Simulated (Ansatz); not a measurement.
**A convergence test on BaCu2SnS4 (P3_121): k mesh of the density**

Aim: see how gap, energy and time of BaCu2SnS4 (P3_121) follow the k mesh of the density.

Main program and level: Ansatz 0.2.0; DFT, r2SCAN, plane waves, PAW.

**1. The system as given**

Symmetry: P3_121, No. 152, trigonal system. Conventional cell: a = 6.437 Å, b = 6.437 Å, c = 15.831 Å, α = 90.00°, β = 90.00°, γ = 120.00°. Nearest to Ba lie 8 S at 3.23 to 3.34 Å. Cu has 4 S at 2.33 to 2.39 Å nearest. Nearest to Sn lie 4 S at 2.45 to 2.46 Å. S has 2 Cu at 2.33 to 2.37 Å and 1 Sn at 2.46 Å and 2 Ba at 3.23 to 3.24 Å nearest. S has 2 Cu at 2.33 to 2.39 Å and 1 Sn at 2.45 Å and 2 Ba at 3.26 to 3.34 Å nearest. Farther neighbours, and contacts between anions beyond the nearest, are not listed.

The cell and positions are those that the Materials Project relaxed with its own functionals (PBE, PBE+U or r2SCAN), kept fixed. The default PAW set here is soft_2. Its files were made with PBE.

**2. k mesh of the density: 3×3×1**

The input, input.yaml:

```yaml
crystal:
  lattice:
    - [6.4365004231, 0.0, 0.0]
    - [-3.2182502115, 5.5741728779, 0.0]
    - [0.0, 0.0, 15.830995]
  atoms:
    - { symbol: Ba, position: [0.426402, 0.426402, 0.5] }
    - { symbol: Ba, position: [0.0, 0.573598, 0.16666667] }
    - { symbol: Ba, position: [0.573598, 0.0, 0.83333333] }
    - { symbol: Cu, position: [0.369782, 0.43384, 0.745199] }
    - { symbol: Cu, position: [0.935942, 0.56616, 0.92146767] }
    - { symbol: Cu, position: [0.43384, 0.369782, 0.254801] }
    - { symbol: Cu, position: [0.064058, 0.630218, 0.41186567] }
    - { symbol: Cu, position: [0.56616, 0.935942, 0.07853233] }
    - { symbol: Cu, position: [0.630218, 0.064058, 0.58813433] }
    - { symbol: Sn, position: [0.704992, 0.0, 0.33333333] }
    - { symbol: Sn, position: [0.0, 0.704992, 0.66666667] }
    - { symbol: Sn, position: [0.295008, 0.295008, 0.0] }
    - { symbol: S, position: [0.765195, 0.65191, 0.335819] }
    - { symbol: S, position: [0.886715, 0.234805, 0.00248567] }
    - { symbol: S, position: [0.34809, 0.113285, 0.66915233] }
    - { symbol: S, position: [0.113285, 0.34809, 0.33084767] }
    - { symbol: S, position: [0.234805, 0.886715, 0.99751433] }
    - { symbol: S, position: [0.65191, 0.765195, 0.664181] }
    - { symbol: S, position: [0.939587, 0.440447, 0.54641] }
    - { symbol: S, position: [0.50086, 0.060413, 0.21307667] }
    - { symbol: S, position: [0.060413, 0.50086, 0.78692333] }
    - { symbol: S, position: [0.440447, 0.939587, 0.45359] }
    - { symbol: S, position: [0.49914, 0.559553, 0.12025667] }
    - { symbol: S, position: [0.559553, 0.49914, 0.87974333] }
kpoints:
  mp_grid: { grid: [3, 3, 1] }
  band_path:
    path:
      - [0.0, 0.0, 0.0]
      - [0.5, 0.0, 0.0]
      - [0.33333333, 0.33333333, 0.0]
      - [0.0, 0.0, 0.5]
      - [0.5, 0.0, 0.5]
      - [0.33333333, 0.33333333, 0.5]
      - [0.0, 0.0, 0.15]
    npoints: 1
hamiltonian:
  xc: r2scan
scf:
  occupations: { method: fixed }
  n_extra_bands: 12
output:
  eigenvalues: true
  forces: true
  stress: true
```

On the command line:

```sh
$ ansatz run input.yaml --threads 3 --pin off --max-ram 92160MiB --backend cuda --events-out ev --progress --plain --runs-dir out --devices 1 --max-vram 13GiB
```

Output:

```text
scf.n_extra_bands = 12 over 129 filled bands (N_el = 258.0): the run solves 141 bands
GPUs: using 1 of 1 available (devices: 1).
Engine: ansatz 0.2.0, x86_64-unknown-linux-gnu
Pseudopotentials: kind: paw
Pseudopotential: Ba, paw, valence charge 10, recommended cutoff 500 eV (meta_gga), Ba.paw.azcp
Pseudopotential: Cu, paw, valence charge 19, recommended cutoff 500 eV (meta_gga), Cu.paw.azcp
Pseudopotential: Sn, paw, valence charge 14, recommended cutoff 500 eV (meta_gga), Sn.paw.azcp
Pseudopotential: S, paw, valence charge 6, recommended cutoff 500 eV (meta_gga), S.paw.azcp
Functional definition: r2SCAN
  parameter k0 = 0.174
  parameter k1 = 0.065
  parameter a1 = 4.9479
  exchange = r2scan_x(k0 = k0, k1 = k1, a1 = a1)
  correlation = r2scan_c
device memory: the entry about to start is reckoned to put 7.3 GiB on a device that reports 43.3 GiB free (of which the cap on the GPU budget leaves the run 13.0 GiB)
GPU FFT provider: cuFFT
GPU libraries: cuBLAS 13.8.2, cuFFT 12.4.0, cuSOLVER 12.3.4
Crystal: 24 atoms, lattice volume = 567.987 Å³
Basis set: ecut = 500 eV, 14439 PW (Γ), exchange–correlation on 192×192×480 points (64 copies of the dense FFT grid, shifted against one another)
Bands: 141, of which v1, the nominal top of the filled ones, is band 129 counted from 1 (128 counted from 0)
Symmetry: 6 space group operations
Space group: P3121 (ITA 152), of the structure as read, at distance tolerance 8.3e-5 Å
k-points: 3 of 9 (time reversal used)
Non-local potential: Ba, projectors of the file, l = 0: 3, l = 1: 2, l = 2: 2, l = 3: 2
Non-local potential: Cu, projectors of the file, l = 0: 3, l = 1: 2, l = 2: 3, l = 3: 1
Non-local potential: Sn, projectors of the file, l = 0: 2, l = 1: 2, l = 2: 2, l = 3: 2
Non-local potential: S, projectors of the file, l = 0: 2, l = 1: 2, l = 2: 2
PAW form: soft (Blöchl's): semilocal exchange-correlation on the pseudo side does not see the compensation charge
PAW frozen core: Ba, regenerated for the run's functional (the file was generated under x = pbe(κ = 0.804, μ = 0.219515), c = pbe(β = 0.066725))
PAW frozen core: Cu, regenerated for the run's functional (the file was generated under x = pbe(κ = 0.804, μ = 0.219515), c = pbe(β = 0.066725))
PAW frozen core: Sn, regenerated for the run's functional (the file was generated under x = pbe(κ = 0.804, μ = 0.219515), c = pbe(β = 0.066725))
PAW frozen core: S, regenerated for the run's functional (the file was generated under x = pbe(κ = 0.804, μ = 0.219515), c = pbe(β = 0.066725))
PAW one-centre angular grid: Ba, 302 points (default); XC on 160 Gauss nodes
PAW one-centre angular grid: Cu, 590 points (default); XC on 160 Gauss nodes
PAW one-centre angular grid: Sn, 590 points (default); XC on 249 of its mesh's 2787 points in the sphere
PAW one-centre angular grid: S, 302 points (default); XC on 160 Gauss nodes
Initial density: superposition of atomic densities (neutral atoms: chi_scale 0, normalization atom), corrected by the library's trained network
Initial wavefunctions: pseudopotential atomic-orbital guess
GPU buffer pool allocated for 276480 grid points (all kernels)
GPU transforms: local potential and band sums: pruned to the plane-wave sphere, on 48×48×120
Functional: x = r2scan, c = r2scan; τ floored in thin density (d = 2e-4 eV/Å³)
SCF iter   1: F=—  HF=-86689.641412 eV  |F-HF|=—  |Δ(HF+E_count)|=         —  Δρ=2.13e-2  dr2=1.71e0  dr2_τ=7.48e-2  ethr=1.77e-3  ⟨swp⟩=4.7  Hψ=1495  notcnv=0  defer=27
preconditioner: auto → Resta (q_TF=auto, 2.392 Å⁻¹)  ε∞=5.2  [insulator: Δε(μ)=0.873 eV  Ē_g=10.920 eV  n_scr=150 (ndim 8)  ℏωp=22.3 eV  f_vac=0.072  ε∞_Penn≈5.2]
SCF iter   2: F=—  HF=-86689.957821 eV  |F-HF|=—  |Δ(HF+E_count)|=   3.16e-1  Δρ=1.86e-2  dr2=1.20e0  dr2_τ=1.23e-2  ethr=6.63e-4  ⟨swp⟩=2.0  Hψ=918  notcnv=0  defer=21
SCF iter   3: F=—  HF=-86689.659813 eV  |F-HF|=—  |Δ(HF+E_count)|=   2.98e-1  Δρ=5.20e-3  dr2=1.15e-1  dr2_τ=1.05e-3  ethr=4.64e-4  ⟨swp⟩=2.0  Hψ=576  notcnv=0  defer=27
SCF iter   4: F=—  HF=-86689.641997 eV  |F-HF|=—  |Δ(HF+E_count)|=   1.78e-2  Δρ=1.20e-3  dr2=5.82e-3  dr2_τ=8.25e-5  ethr=4.46e-5  ⟨swp⟩=2.0  Hψ=678  notcnv=0  defer=28
SCF iter   5: F=—  HF=-86689.643908 eV  |F-HF|=—  |Δ(HF+E_count)|=   1.91e-3  Δρ=3.79e-4  dr2=7.64e-4  dr2_τ=2.20e-5  ethr=2.26e-6  ⟨swp⟩=2.3  Hψ=670  notcnv=0  defer=28
SCF iter   6: F=—  HF=-86689.645455 eV  |F-HF|=—  |Δ(HF+E_count)|=   1.55e-3  Δρ=2.39e-4  dr2=2.57e-4  dr2_τ=1.62e-6  ethr=2.96e-7  ⟨swp⟩=2.0  Hψ=739  notcnv=0  defer=27
SCF iter   7: F=—  HF=-86689.642441 eV  |F-HF|=—  |Δ(HF+E_count)|=   3.01e-3  Δρ=1.04e-4  dr2=5.25e-5  dr2_τ=2.60e-7  ethr=9.98e-8  ⟨swp⟩=1.0  Hψ=407  notcnv=0  defer=19
SCF iter   8: F=—  HF=-86689.643883 eV  |F-HF|=—  |Δ(HF+E_count)|=   1.44e-3  Δρ=8.25e-6  dr2=5.51e-7  dr2_τ=2.04e-8  ethr=2.03e-8  ⟨swp⟩=2.0  Hψ=654  notcnv=0  defer=16
SCF iter   9: F=-86689.643884 eV  HF=-86689.643884 eV  |F-HF|=8.45e-9  |Δ(HF+E_count)|=   1.16e-7  Δρ=1.76e-6  dr2=3.24e-8  dr2_τ=7.01e-10  ethr=3.88e-11  ⟨swp⟩=13.7  Hψ=2910  notcnv=0
SCF 1 converged in 9 iterations: F = -86689.643884 eV  dr2 = 3.24e-8
[...]
device memory: the entry about to start is reckoned to put 3.9 GiB on a device that reports 41.9 GiB free (of which the cap on the GPU budget leaves the run 13.0 GiB)
NSCF: frozen V_eff on 7 k-points
SCF converged after 9 iterations
Free energy (F): -86689.643884 eV
Harris-Foulkes:  -86689.643884 eV  (|F-HF|=8.45e-9)
Internal energy: -86689.643884 eV  (E = F + TS)
E sigma→0 (E₀):  -86689.643884 eV
Fermi energy:    7.575927 eV
--- Per-component energies (eV) ---
  E_band       = -3782.115564
  E_kinetic    = 4143.961784
  E_local      = -43277.312148  (includes V_loc(G=0)·N_el)
  E_nonlocal   = 2844.234020
  E_hartree    = 19652.808314
  E_xc         = -3188.189036
  E_vxc        = -2620.732558  (∫ρ·V_xc dr)
  E_paw        = -45681.430085  (= ΣΔE_a)
  E_vpaw       = -4323.555109  (= ΣTr[D̂ρ^β])
  E_aug_tail   = 0.000902  (compensation charges beyond the density's cutoff)
  E_vtau       = 145.675712  (kinetic-family band-sum trace: ∫τ·v_τ [+ j·A + Jᵃ·Aᵃ] dr)
  E_ewald      = -21183.010994
  E_core_change = -0.706642  (= ΣΔE_core)
  E_smearing   = -0.000000  (= −TS)
  E_closure    = -0.000000  (closes the sum)
  Σ components = -86689.643884   (vs F -86689.643884, Δ=0.00e0)
--- Forces (eV/Å), atoms counted from 1 ---
  atom   1  Ba     0.00260058     0.00450434    -0.00000000
  atom   2  Ba     0.00260058    -0.00450434     0.00000000
  atom   3  Ba    -0.00520116     0.00000000    -0.00000000
  atom   4  Cu     0.00399203     0.01596047     0.00115233
  atom   5  Cu     0.00399203    -0.01596047    -0.00115233
  atom   6  Cu     0.01182616     0.01143744    -0.00115233
  atom   7  Cu     0.01182616    -0.01143744     0.00115233
  atom   8  Cu    -0.01581819    -0.00452303     0.00115233
  atom   9  Cu    -0.01581819     0.00452303    -0.00115233
  atom  10  Sn    -0.01961923     0.00000000     0.00000000
  atom  11  Sn     0.00980962    -0.01699075    -0.00000000
  atom  12  Sn     0.00980962     0.01699075     0.00000000
  atom  13  S     -0.10177720     0.10014075    -0.01383007
  atom  14  S      0.13761304     0.03807127    -0.01383007
[...]
atom  20  S      0.11907274     0.00904088     0.14475266
  atom  21  S     -0.05170674     0.10764045    -0.14475266
  atom  22  S      0.11907274    -0.00904088    -0.14475266
  atom  23  S     -0.06736600    -0.09859958    -0.14475266
  atom  24  S     -0.05170674    -0.10764045     0.14475266
  max |Σ_I F_I| component: 5.55e-17 eV/Å
--- Stress (GPa, compression-positive) ---
       -1.452890      -0.000000      -0.000000
       -0.000000      -1.452890       0.000000
       -0.000000       0.000000      -1.403719
  P = ⅓ Tr σ = -1.4365 GPa (-14.365 kbar)
--- Band table (eV) ---
  k-point 0: bands = [... 125 lower, 7.1938, 7.3724, 7.5759, 7.5759, 8.2147, 9.1440, 9.1440, 9.7569, ... 8 higher]
  k-point 1: bands = [... 125 lower, 7.0847, 7.1288, 7.1883, 7.3151, 8.9797, 9.0556, 9.1641, 10.2175, ... 8 higher]
  k-point 2: bands = [... 125 lower, 6.8402, 7.1493, 7.1913, 7.1913, 8.7691, 9.1742, 9.1742, 10.2032, ... 8 higher]
```

Run time: 13 s. Hardware: 1 × NVIDIA H100 80GB HBM3 (shared by 6 runs) with 3 threads of AMD EPYC 7R13 (Zen 3), shared host; peak memory 1.9 GiB.

This step gave:

```
pressure             : -1.436 GPa
gap                  : 0.6287 eV
valence top at       : k = (0.000, 0.000, 0.150)
conduction bottom at : Γ
least direct gap     : 0.6388 eV
```

The gap is indirect, with the least direct gap 0.010 eV higher.

**3. k mesh of the density: 3×3×2**

Changes to input.yaml since step 2:

```diff
@@ -31,3 +31,3 @@
 kpoints:
-  mp_grid: { grid: [3, 3, 1] }
+  mp_grid: { grid: [3, 3, 2] }
   band_path:
```

Output:

```text
[...]
GPUs: using 1 of 1 available (devices: 1).
[...]
GPU FFT provider: cuFFT
GPU libraries: cuBLAS 13.8.2, cuFFT 12.4.0, cuSOLVER 12.3.4
Crystal: 24 atoms, lattice volume = 567.987 Å³
Basis set: ecut = 500 eV, 14439 PW (Γ), exchange–correlation on 192×192×480 points (64 copies of the dense FFT grid, shifted against one another)
[...]
k-point 0: bands = [... 125 lower, 7.1912, 7.3691, 7.5732, 7.5732, 8.2136, 9.1428, 9.1428, 9.7565, ... 8 higher]
  k-point 1: bands = [... 125 lower, 7.4165, 7.4165, 7.4584, 7.5495, 8.7160, 8.7160, 9.2511, 9.6674, ... 8 higher]
  k-point 2: bands = [... 125 lower, 7.0815, 7.1259, 7.1850, 7.3123, 8.9785, 9.0545, 9.1629, 10.2170, ... 8 higher]
  k-point 5: bands = [... 125 lower, 6.9033, 7.0924, 7.2083, 7.2083, 8.8969, 8.8969, 9.3148, 10.1099, ... 8 higher]
[key lines of the parts left out:]
SCF converged after 9 iterations
Free energy (F): -86689.669936 eV
Fermi energy:    7.573170 eV
P = ⅓ Tr σ = -1.4356 GPa (-14.356 kbar)
```

It took 15 s on 1 × NVIDIA H100 80GB HBM3 (shared by 6 runs) with 3 threads; peak memory 1.9 GiB.

This step gave:

```
pressure             : -1.436 GPa
gap                  : 0.6303 eV
valence top at       : k = (0.000, 0.000, 0.150)
conduction bottom at : Γ
least direct gap     : 0.6404 eV
```

The gap is 0.630 eV, +0.002 eV from the run before at this level.

**4. k mesh of the density: 6×6×2 (the default)**

Changes to input.yaml since step 3:

```diff
@@ -31,13 +31,9 @@
 kpoints:
-  mp_grid: { grid: [3, 3, 2] }
+  mp_grid: { grid: [6, 6, 2] }
   band_path:
     path:
-      - [0.0, 0.0, 0.0]
-      - [0.5, 0.0, 0.0]
-      - [0.33333333, 0.33333333, 0.0]
-      - [0.0, 0.0, 0.5]
-      - [0.5, 0.0, 0.5]
-      - [0.33333333, 0.33333333, 0.5]
-      - [0.0, 0.0, 0.15]
-    npoints: 1
+      - [[0.0, 0.0, 0.0], [0.5, 0.0, 0.0], [0.33333333, 0.33333333, 0.0], [0.0, 0.0, 0.0], [0.0, 0.0, 0.5], [0.5, 0.0, 0.5], [0.33333333, 0.33333333, 0.5], [0.0, 0.0, 0.5]]
+      - [[0.5, 0.0, 0.5], [0.5, 0.0, 0.0]]
+      - [[0.33333333, 0.33333333, 0.5], [0.33333333, 0.33333333, 0.0]]
+    npoints: 10
 hamiltonian:
@@ -45,3 +41,3 @@
 scf:
-  occupations: { method: fixed }
+  occupations: { method: fermi_dirac, width: 0.02 }
   n_extra_bands: 12
@@ -51 +47,5 @@
   stress: true
+  write_density: true
+  write_potential: true
+  elf: true
+  volumetric_format: npy
```

Output:

```text
[...]
GPUs: using 1 of 1 available (devices: 1).
[...]
GPU FFT provider: cuFFT
GPU libraries: cuBLAS 13.8.2, cuFFT 12.4.0, cuSOLVER 12.3.4
Crystal: 24 atoms, lattice volume = 567.987 Å³
Basis set: ecut = 500 eV, 14439 PW (Γ), exchange–correlation on 192×192×480 points (64 copies of the dense FFT grid, shifted against one another)
[...]
k-point 0: bands = [... 125 lower, 7.1892, 7.3675, 7.5711, 7.5711, 8.2130, 9.1421, 9.1421, 9.7562, ... 8 higher]
  k-point 1: bands = [... 125 lower, 7.4145, 7.4145, 7.4563, 7.5475, 8.7153, 8.7153, 9.2505, 9.6671, ... 8 higher]
  k-point 2: bands = [... 125 lower, 7.1769, 7.2175, 7.3119, 7.4761, 8.6962, 9.1176, 9.1436, 9.9019, ... 8 higher]
  k-point 13: bands = [... 125 lower, 6.9014, 7.0905, 7.2064, 7.2064, 8.8963, 8.8963, 9.3142, 10.1095, ... 8 higher]
[key lines of the parts left out:]
SCF converged after 9 iterations
Free energy (F): -86689.690630 eV
Fermi energy:    7.900688 eV
P = ⅓ Tr σ = -1.4295 GPa (-14.295 kbar)
```

Elapsed: 52 s, on 1 × NVIDIA H100 80GB HBM3 (shared by 6 runs) with 3 threads; peak memory 2.4 GiB.

This step gave:

- pressure: -1.429 GPa
- gap: 0.6317 eV
- valence top at: k = (0.000, 0.000, 0.150)
- conduction bottom at: Γ
- least direct gap: 0.6419 eV

The gap is 0.632 eV, +0.001 eV from the run before at this level.

**5. The series**

Differences are against the last row; a negative gap means that bands overlap, and a run with a band path holds that path's time. Times are wall times on 1 × NVIDIA H100 80GB HBM3 (shared by 6 runs) with 3 threads of AMD EPYC 7R13 (Zen 3), shared host, good to a factor of about two.

| k mesh of the density | gap (eV) | direct gap (eV) | gap error (eV) | energy error (meV/atom) | irreducible k | time |
| --- | --- | --- | --- | --- | --- | --- |
| 3×3×1 | 0.629 | 0.639 | −0.003 | +1.9 | 3 | 13 s |
| 3×3×2 | 0.630 | 0.640 | −0.001 | +0.9 | 6 | 15 s |
| 6×6×2 | 0.632 | 0.642 | +0.000 | +0.0 | 14 | 52 s |

**6. Results**

```json
{
  "3×3×1": "0.629 eV",
  "3×3×2": "0.630 eV",
  "6×6×2": "0.632 eV"
}
```

In words: The gap holds to 0.02 eV from 3×3×1 on, the cheapest setting tried. At 3×3×1 the gap is off by −0.003 eV and the energy by +2 meV/atom. The gap is read over the mesh and added points near the edges, so meshes differ mainly through the density and, for a hybrid, the exchange operator. The runs have no spin polarisation. For a closed low-spin shell that is the natural state; where a d or f shell is open it is a constraint, and the gap is then not the crystal's own.

[Long decimals in the printed logs are rounded to 6 places.]

[Logs are printed without paths, hosts, clocks, repeated set-up lines and the standing remarks that a program may print on its own settings, such as how far it seeks lower states.]

[Paths, hosts, dates, memory and timing lines, banners, echoed tables and standing remarks are left out of the program output; an Ansatz launch command may be rebuilt from the run's recorded settings. Measured values are a selection of at most five: reports struck by readers or far from the other reports are left out. None is set beside runs whose start may be inverted or whose files or cutoffs have a known fault.]

[Runs of the session that timed out or met a known fault of the program may be left out.]

[Cells called generated may have been cut or substituted from an entry of the Crystallography Open Database or the Materials Project.]

[Hosts, paths, dates, database ids (printed as entryN), source tags and the programs' standing remarks are cut or masked in the printed files.]

[Where the starting crystal was built by hand or by swapping elements, it need not be the compound's stable phase.]
